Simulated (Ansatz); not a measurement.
## SiC (Moissanite 3C, F-43m): lattice thermal conductivity

Wanted: κ(T), lifetimes and mean free paths for SiC (Moissanite 3C).

Measurements to reproduce:
- thermal conductivity 360 W/m/K near room temperature (given in “Combining the AFLOW GIBBS and Elastic Libraries to efficiently and robustly screen thermo-mechanical properties of solids”, 2017, arXiv:1611.05714)

Calculated with Ansatz 0.2.0; DFT LDA, scalar-relativistic, plane waves, PAW; PAW set soft_1.

## 1. Starting point

It takes space group F-43m (No. 216, cubic). Conventional cell: a = 4.358 Å, b = 4.358 Å, c = 4.358 Å, α = 90.00°, β = 90.00°, γ = 90.00°. Si has 4 C at 1.89 Å nearest. Nearest to C lie 4 Si at 1.89 Å. Farther neighbours are not listed.

## 2. A first coarse run

Before spending time, one coarse run tells the gap and the pressure of the starting cell.

The input, input.yaml:

```yaml
crystal:
  lattice:
    - [0.0, 2.179, 2.179]
    - [2.179, 0.0, 2.179]
    - [2.179, 2.179, 0.0]
  atoms:
    - { symbol: Si, position: [0.0, 0.0, 0.0] }
    - { symbol: C, position: [0.25, 0.25, 0.25] }
kpoints:
  mp_grid: { grid: [8, 8, 8] }
hamiltonian:
  xc: lda
  pseudopotentials: { kind: paw, azcp: { folder: soft_1 }, xc_functional: pbe }
scf:
  occupations: { method: gaussian, width: 0.1 }
  lower_state_search: "off"
output:
  forces: true
  stress: true
  eigenvalues: true
```

The run is started by

```sh
$ ansatz run input.yaml --threads 18 --pin off --max-ram 92160MiB --backend cuda --events-out ev --progress --plain --runs-dir out --max-vram 78GiB
```

Numbers of over 12 decimals in the logs are rounded to 6 here.

Output:

```text
Engine: ansatz 0.2.0, aarch64-unknown-linux-gnu
Pseudopotentials: kind: paw
Pseudopotential: Si, paw, valence charge 4, recommended cutoff 420 eV (normal), soft_1/Si.paw.azcp
Pseudopotential: C, paw, valence charge 4, recommended cutoff 420 eV (normal), soft_1/C.paw.azcp
Functional definition: SPW92
  exchange = slater_x
  correlation = pw_c
device memory: the entry about to start is reckoned to put 0.6 GiB on a device that reports 146.4 GiB free (of which the cap on the GPU budget leaves the run 78.0 GiB)
GPU FFT provider: cuFFT
GPU libraries: cuBLAS 13.8.1, cuFFT 12.4.0, cuSOLVER 12.3.2
GPU matrix products: emulated (plane waves: as basis.precision tells), large ones in fixed point in workspaces of 1.00 GiB
Crystal: 2 atoms, lattice volume = 20.692 Å³
Basis set: ecut = 420 eV, 411 PW (Γ)
Bands: 8, of which v1, the nominal top of the filled ones, is band 4 counted from 1 (3 counted from 0)
Symmetry: 24 space group operations
Space group: F-43m (ITA 216), of the structure as read, at distance tolerance 2.7e-5 Å
k-points: 29 of 512 (time reversal used)
Non-local potential: Si, projectors of the file, l = 0: 2, l = 1: 2, l = 2: 1
Non-local potential: C, projectors of the file, l = 0: 2, l = 1: 2, l = 2: 1
PAW form: soft (Blöchl's): semilocal exchange-correlation on the pseudo side does not see the compensation charge
PAW frozen core: Si, regenerated for the run's functional, and the local potential with it (the file was generated under x = pbe(κ = 0.804, μ = 0.219515), c = pbe(β = 0.066725))
PAW frozen core: C, regenerated for the run's functional, and the local potential with it (the file was generated under x = pbe(κ = 0.804, μ = 0.219515), c = pbe(β = 0.066725))
PAW one-centre angular grid: Si, 110 points (default); XC on 64 Gauss nodes
PAW one-centre angular grid: C, 110 points (default); XC on 64 Gauss nodes
Initial density: superposition of atomic densities (chi_scale 0.1, normalization cell, long waves kept (reshape's long-wave potential 0.00 eV rms))
Initial wavefunctions: pseudopotential atomic-orbital guess
GPU buffer pool allocated for 13824 grid points (all kernels)
GPU transforms: local potential and band sums: pruned to the plane-wave sphere, on 24×24×24
Functional: x = slater, c = lda
SCF iter   1: F=—  HF=-853.735020 eV  |F-HF|=—  |Δ(HF+E_count)|=         —  Δρ=1.37e-1  dr2=4.76e0  ethr=3.10e-3  ⟨swp⟩=5.9  Hψ=1890  notcnv=0
preconditioner: auto → none  [insulator: Δε(μ)=3.327 eV  Ē_g=14.659 eV  σ=0.100 eV  W_gap=1.00  n_scr=0 (ndim 8)  ℏωp=23.1 eV  f_vac=0.000  D(μ)=0.00/eV (n_scr^D=0)  ε∞_Penn≈3.5]
SCF iter   2: F=—  HF=-852.308739 eV  |F-HF|=—  |Δ(HF+E_count)|=    1.43e0  Δρ=5.06e-2  dr2=3.51e-1  ethr=3.10e-3  ⟨swp⟩=3.1  Hψ=803  notcnv=0
SCF iter   3: F=—  HF=-852.206453 eV  |F-HF|=—  |Δ(HF+E_count)|=   1.02e-1  Δρ=1.88e-2  dr2=3.80e-2  ethr=3.10e-3  ⟨swp⟩=2.2  Hψ=597  notcnv=0
SCF iter   4: F=—  HF=-852.198079 eV  |F-HF|=—  |Δ(HF+E_count)|=   8.37e-3  Δρ=1.33e-3  dr2=1.89e-4  ethr=4.76e-4  ⟨swp⟩=1.8  Hψ=272  notcnv=0
SCF iter   5: F=—  HF=-852.198127 eV  |F-HF|=—  |Δ(HF+E_count)|=   4.76e-5  Δρ=1.59e-4  dr2=1.62e-6  ethr=2.36e-6  ⟨swp⟩=2.6  Hψ=350  notcnv=0
SCF iter   6: F=—  HF=-852.198119 eV  |F-HF|=—  |Δ(HF+E_count)|=   7.53e-6  Δρ=2.31e-5  dr2=4.08e-8  ethr=1.25e-9  ⟨swp⟩=6.7  Hψ=1322  notcnv=0
SCF iter   7: F=-852.198119 eV  HF=-852.198119 eV  |F-HF|=4.83e-11  |Δ(HF+E_count)|=   1.83e-9  Δρ=4.27e-6  dr2=1.23e-9  ethr=5.10e-10  ⟨swp⟩=2.4  Hψ=713  notcnv=0
SCF 1 converged in 7 iterations: F = -852.198119 eV  dr2 = 1.23e-9
  greatest PAW one-centre occupation: 0.639 electrons in one spin orbital (limit 2), on the C atom at site 1 (counted from 0), in its partial waves of l = 0
SCF converged after 7 iterations
Free energy (F): -852.198119 eV
Harris-Foulkes:  -852.198119 eV  (|F-HF|=4.83e-11)
Internal energy: -852.198119 eV  (E = F + TS)
E sigma→0 (E₀):  -852.198119 eV
Fermi energy:    9.905042 eV
--- Per-component energies (eV) ---
  E_band       = 27.037540
  E_kinetic    = 133.254732
  E_local      = -97.114737  (includes V_loc(G=0)·N_el)
  E_nonlocal   = 47.164829
  E_hartree    = 31.535602
  E_xc         = -104.843896
  E_vxc        = -108.661243  (∫ρ·V_xc dr)
  E_paw        = -577.558078  (= ΣΔE_a)
  E_vpaw       = -10.677280  (= ΣTr[D̂ρ^β])
  E_aug_tail   = 0.000045  (compensation charges beyond the density's cutoff)
  E_ewald      = -284.783780
  E_core_change = 0.147163  (= ΣΔE_core)
  E_smearing   = -0.000000  (= −TS)
  E_closure    = 0.000000  (closes the sum)
  Σ components = -852.198119   (vs F -852.198119, Δ=0.00e0)
--- Forces (eV/Å), atoms counted from 1 ---
  atom   1  Si     0.00000000     0.00000000    -0.00000000
  atom   2  C     -0.00000000     0.00000000    -0.00000000
  max |Σ_I F_I| component: 3.70e-17 eV/Å
--- Stress (GPa, compression-positive) ---
       -4.416130       0.000000      -0.000000
        0.000000      -4.416130       0.000000
       -0.000000       0.000000      -4.416130
  P = ⅓ Tr σ = -4.4161 GPa (-44.161 kbar)
--- Band table (eV; the first three rows and the last of 29) ---
  k-point 0: bands = ["-6.0774", "9.2469", "9.2469", "9.2469", "15.5069", "16.4418", "16.4418", "16.4418"]
  k-point 1: bands = ["-5.7717", "7.7757", "9.0445", "9.0445", "15.6859", "16.7912", "16.7912", "16.9920"]
  k-point 2: bands = ["-4.8765", "4.9734", "8.6373", "8.6373", "15.1786", "17.0475", "17.0475", "18.4828"]
  k-point 28: bands = ["-0.7313", "2.2086", "4.2256", "4.5330", "14.3843", "18.5749", "18.6042", "18.8667"]
```

Run time: 0.9 s. Hardware: 1 × NVIDIA GB200 with 18 threads of Arm Neoverse V2, shared host; peak memory 0.98 GiB; 1.5 s of CPU time.

Numbers from this step:

```yaml
pressure: -4.416 GPa
gap_on_the_k_mesh: 1.316 eV
volume_per_atom: 10.35 Å³/atom
```

The start is under -4.4 GPa at this level and looks like an insulator or semiconductor on this mesh.

## 3. Finding the static equilibrium

Phonons are second derivatives about a minimum, so cell and atoms are relaxed first, inside the symmetry of the start.

input.yaml, the sections that differ from step 2:

```yaml
kpoints:
  mp_grid: { grid: [10, 10, 10] }
scf:
  occupations: { method: gaussian, width: 0.02 }
  lower_state_search: "off"
relax:
  adjacent_minimum: "off"
  f_tol: 0.005
  max_steps: 80
  cell: { stress_tol: 0.05 }
# crystal, hamiltonian, output: as in step 2
```

Output:

```text
[...]
Crystal: 2 atoms, lattice volume = 20.692 Å³
Basis set: ecut = 420 eV, 411 PW (Γ)
Bands: 8, of which v1, the nominal top of the filled ones, is band 4 counted from 1 (3 counted from 0)
Symmetry: 24 space group operations
[...]
k-points: 47 of 1000 (time reversal used)
[...]
SCF iter   1: F=—  HF=-853.735324 eV  |F-HF|=—  |Δ(HF+E_count)|=         —  Δρ=1.37e-1  dr2=4.76e0  ethr=3.10e-3  ⟨swp⟩=6.1  Hψ=3191  notcnv=0
[...]
SCF iter   2: F=—  HF=-852.310275 eV  |F-HF|=—  |Δ(HF+E_count)|=    1.43e0  Δρ=5.07e-2  dr2=3.53e-1  ethr=3.10e-3  ⟨swp⟩=3.1  Hψ=1305  notcnv=0
[...]
SCF iter   7: F=-852.199252 eV  HF=-852.199252 eV  |F-HF|=3.51e-11  |Δ(HF+E_count)|=   3.85e-9  Δρ=4.10e-6  dr2=1.13e-9  ethr=5.59e-10  ⟨swp⟩=2.6  Hψ=1170  notcnv=0
SCF 1 converged in 7 iterations: F = -852.199252 eV  dr2 = 1.13e-9
[...]
relax step   1: F+E_penalty+E_count = -852.19925176 eV  Δ(F+E_penalty+E_count) = +0.000e0 eV  max|allowed force component| = 3.516e-16 eV/Å  Δτ_max = 0.0000 Å  P = -4.419 GPa  Ω = 20.692 Å³  (7 SCF iters, dr2 threshold 1.00e-7 eV, accepted)
[...]
Crystal: 2 atoms, lattice volume = 20.475 Å³
[...]
iter 1 solved again at ethr=2.35e-5 eV; its pass at ethr=3.10e-3 eV (dr2=1.88e-3 eV) is discarded
[...]
SCF iter   2: F=—  HF=-852.204019 eV  |F-HF|=—  |Δ(HF+E_count)|=   5.80e-4  Δρ=7.53e-4  dr2=9.96e-5  ethr=2.29e-5  ⟨swp⟩=2.4  Hψ=723  notcnv=0
[...]
SCF iter   4: F=-852.203968 eV  HF=-852.203968 eV  |F-HF|=2.48e-8  |Δ(HF+E_count)|=   3.27e-6  Δρ=2.07e-5  dr2=6.40e-8  ethr=2.50e-9  ⟨swp⟩=3.3  Hψ=1741  notcnv=0
SCF 2 converged in 4 iterations: F = -852.203968 eV  dr2 = 6.40e-8
[...]
relax step   2: F+E_penalty+E_count = -852.20396838 eV  Δ(F+E_penalty+E_count) = -4.717e-3 eV  max|allowed force component| = 1.087e-16 eV/Å  Δτ_max = 0.0000 Å  P = -2.106 GPa  Ω = 20.475 Å³  energy of the carried Pulay correction = +2.774e-4 eV  (4 SCF iters, dr2 threshold 2.00e-7 eV, accepted)
[...]
Crystal: 2 atoms, lattice volume = 20.281 Å³
[...]
SCF iter   4: F=-852.205463 eV  HF=-852.205463 eV  |F-HF|=2.18e-8  |Δ(HF+E_count)|=   2.73e-6  Δρ=1.95e-5  dr2=5.64e-8  ethr=2.50e-9  ⟨swp⟩=3.1  Hψ=1694  notcnv=0
SCF 3 converged in 4 iterations: F = -852.205463 eV  dr2 = 5.64e-8
[...]
relax step   3: F+E_penalty+E_count = -852.20546319 eV  Δ(F+E_penalty+E_count) = -1.495e-3 eV  max|allowed force component| = 9.714e-17 eV/Å  Δτ_max = 0.0000 Å  P = +0.062 GPa  Ω = 20.281 Å³  energy of the carried Pulay correction = +5.273e-4 eV  (4 SCF iters, dr2 threshold 2.00e-7 eV, accepted)
[...]
relax step   4: F+E_penalty+E_count = -852.20545716 eV  Δ(F+E_penalty+E_count) = +6.027e-6 eV  max|allowed force component| = 1.110e-16 eV/Å  Δτ_max = 0.0000 Å  P = +0.001 GPa  Ω = 20.286 Å³  energy of the carried Pulay correction = +5.201e-4 eV  (3 SCF iters, dr2 threshold 9.69e-9 eV, accepted)
[...]
SCF iter   1: F=—  HF=-852.204968 eV  |F-HF|=—  |Δ(HF+E_count)|=         —  Δρ=6.27e-5  dr2=1.05e-7  ethr=4.79e-8  ⟨swp⟩=3.1  Hψ=4428  notcnv=0
[...]
SCF iter   2: F=—  HF=-852.204955 eV  |F-HF|=—  |Δ(HF+E_count)|=   1.29e-5  Δρ=3.11e-5  dr2=2.48e-8  ethr=1.32e-9  ⟨swp⟩=2.4  Hψ=562  notcnv=0
[...]
SCF iter   4: F=-852.204956 eV  HF=-852.204956 eV  |F-HF|=2.50e-12  |Δ(HF+E_count)|=  1.24e-10  Δρ=5.60e-7  dr2=1.75e-11  ethr=1.00e-12  ⟨swp⟩=4.9  Hψ=1798  notcnv=0
SCF 5 converged in 4 iterations: F = -852.204956 eV  dr2 = 1.75e-11
relax step   5: F+E_penalty+E_count = -852.20495551 eV  Δ(F+E_penalty+E_count) = +5.017e-4 eV  max|allowed force component| = 1.272e-16 eV/Å  Δτ_max = 0.0000 Å  P = -0.040 GPa  Ω = 20.286 Å³  stress off target by 4.02e-2 GPa  SCF on the basis re-selected at this cell (its energy is not comparable with the rows above)  (4 SCF iters)
basis re-selected at this cell: Δ(F+E_penalty+E_count) = +5.017e-4 eV, ΔP = -0.041 GPa vs the last step (what re-selecting the basis moved, of the pressure what is left beyond the Pulay correction that the steps carried, after the strain that the cell walked since its last selection, with what the two solves' SCF thresholds leave and, on support functions, any second-order correction that the steps lacked; it is no m [...]
SCF converged after 4 iterations
Free energy (F): -852.204956 eV
[...]
Internal energy: -852.204956 eV  (E = F + TS)
E sigma→0 (E₀):  -852.204956 eV
Fermi energy:    10.146757 eV
[...]
--- Stress (GPa, compression-positive) ---
       -0.040166      -0.000000       0.000000
        0.000000      -0.040166       0.000000
       -0.000000       0.000000      -0.040166
  P = ⅓ Tr σ = -0.0402 GPa (-0.402 kbar)
--- Band table (eV; the first three rows and the last of 47) ---
[...]
--- Relaxed structure (4 steps of the walk, 4 accepted, 1 SCFs on fresh bases) ---
  F+E_penalty+E_count = -852.20495551 eV   max|allowed force component| = 1.272e-16 eV/Å   (the final SCF, on the basis selected at the relaxed cell)
  cell:  # Å, volume = 20.2862 Å³
    - [0, 2.164661, 2.164661]
    - [2.164661, 0, 2.164661]
    - [2.164661, 2.164661, 0]
  atoms:
    - { symbol: Si, position: [0, 0, 0] }
    - { symbol: C, position: [0.25, 0.25, 0.25] }
```

Elapsed: 3.1 s, on 1 × NVIDIA GB200 with 18 threads; peak memory 0.95 GiB; 6.9 s of CPU time.

Step by step:

| step | energy less that of the first step (eV) | largest force component (eV/Å) | pressure (GPa) | volume (Å³) |
| --- | --- | --- | --- | --- |
| 1 | 0.0000 | 0.0000 | -4.42 | 20.69 |
| 2 | -0.0047 | 0.0000 | -2.11 | 20.47 |
| 3 | -0.0062 | 0.0000 | 0.06 | 20.28 |
| 4 | -0.0062 | 0.0000 | 0.00 | 20.29 |
| 5* | -0.0057 | 0.0000 | -0.04 | 20.29 |

Relaxation steps marked * repeat the geometry before them on a plane-wave basis chosen anew for their cell, so energy and pressure can jump there.

Forces are held to the 24 operations that the run works with; a distortion that breaks them can't arise in this run.

| conventional cell, symmetrised | before | after | change |
| --- | --- | --- | --- |
| a (Å) | 4.358 | 4.329 | -0.7 % |
| b (Å) | 4.358 | 4.329 | -0.7 % |
| c (Å) | 4.358 | 4.329 | -0.7 % |
| volume (Å³/atom) | 10.35 | 10.14 | -2.0 % |

Final coordinates:

```xyz
2
Lattice="0.0000 2.1647 2.1647 2.1647 0.0000 2.1647 2.1647 2.1647 0.0000" Properties=species:S:1:pos:R:3 pbc="T T T"
Si    0.0000    0.0000    0.0000
C     1.0823    1.0823    1.0823
```

Numbers from this step:

```yaml
pressure: -0.04017 GPa
gap_on_the_k_mesh: 1.301 eV
volume_per_atom: 10.14 Å³/atom
```

The relaxation ends with a pressure of -0.04 GPa.

## 4. Relaxing to small residual forces and stress

The relaxation is repeated with tighter thresholds on force and stress, since phonons are sensitive to what is left; a change of mesh or smearing in the input moves the cell too.

input.yaml, the sections that differ from step 3:

```yaml
crystal:
  lattice:
    - [0.0, 2.1646609347, 2.1646609347]
    - [2.1646609347, 0.0, 2.1646609347]
    - [2.1646609347, 2.1646609347, 0.0]
  atoms:
    - { symbol: Si, position: [0.0, 0.0, 0.0] }
    - { symbol: C, position: [0.25, 0.25, 0.25] }
kpoints:
  mp_grid: { grid: [12, 12, 12] }
scf:
  occupations: { method: fixed }
  lower_state_search: "off"
relax:
  adjacent_minimum: "off"
  f_tol: 0.001
  max_steps: 60
  cell: { stress_tol: 0.01 }
# hamiltonian, output: as in step 3
```

Output:

```text
[...]
Crystal: 2 atoms, lattice volume = 20.286 Å³
Basis set: ecut = 420 eV, 411 PW (Γ)
Bands: 8, of which v1, the nominal top of the filled ones, is band 4 counted from 1 (3 counted from 0)
Symmetry: 24 space group operations
[...]
k-points: 72 of 1728 (time reversal used)
[...]
0.000000       0.000000      -0.000053
  P = ⅓ Tr σ = -0.0001 GPa (-0.001 kbar)
--- Band table (eV; the first three rows and the last of 72) ---
[...]
--- Relaxed structure (3 steps of the walk, 3 accepted, 1 SCFs on fresh bases) ---
[...]
cell:  # Å, volume = 20.2826 Å³
    - [0, 2.164534, 2.164534]
    - [2.164534, 0, 2.164534]
    - [2.164534, 2.164534, 0]
  atoms:
    - { symbol: Si, position: [0, 0, 0] }
    - { symbol: C, position: [0.25, 0.25, 0.25] }
[key lines of the parts left out:]
SCF converged after 4 iterations
Free energy (F): -852.205128 eV
Fermi energy:    9.498477 eV
```

Run time: 2.7 s. Hardware: 1 × NVIDIA GB200 with 18 threads; peak memory 0.95 GiB.

Little changed from the start: no atom moved by 0.005 Å and no cell edge by 0.1 %.

Numbers from this step:

| Quantity | Value |
| --- | --- |
| pressure | -5.29e-5 GPa |

The residual pressure is -5.3e-5 GPa, small enough for phonons.

(Continued in part 2 of 3.)

[Logs are printed without paths, hosts, clocks, repeated set-up lines and the standing remarks that a program may print on its own settings, such as how far it seeks lower states.]

[Hosts, paths, dates, database ids (printed as entryN), source tags and the programs' standing remarks are cut or masked in the printed files.]

[A step with changed settings may run another functional than the one named; its input shows which.]
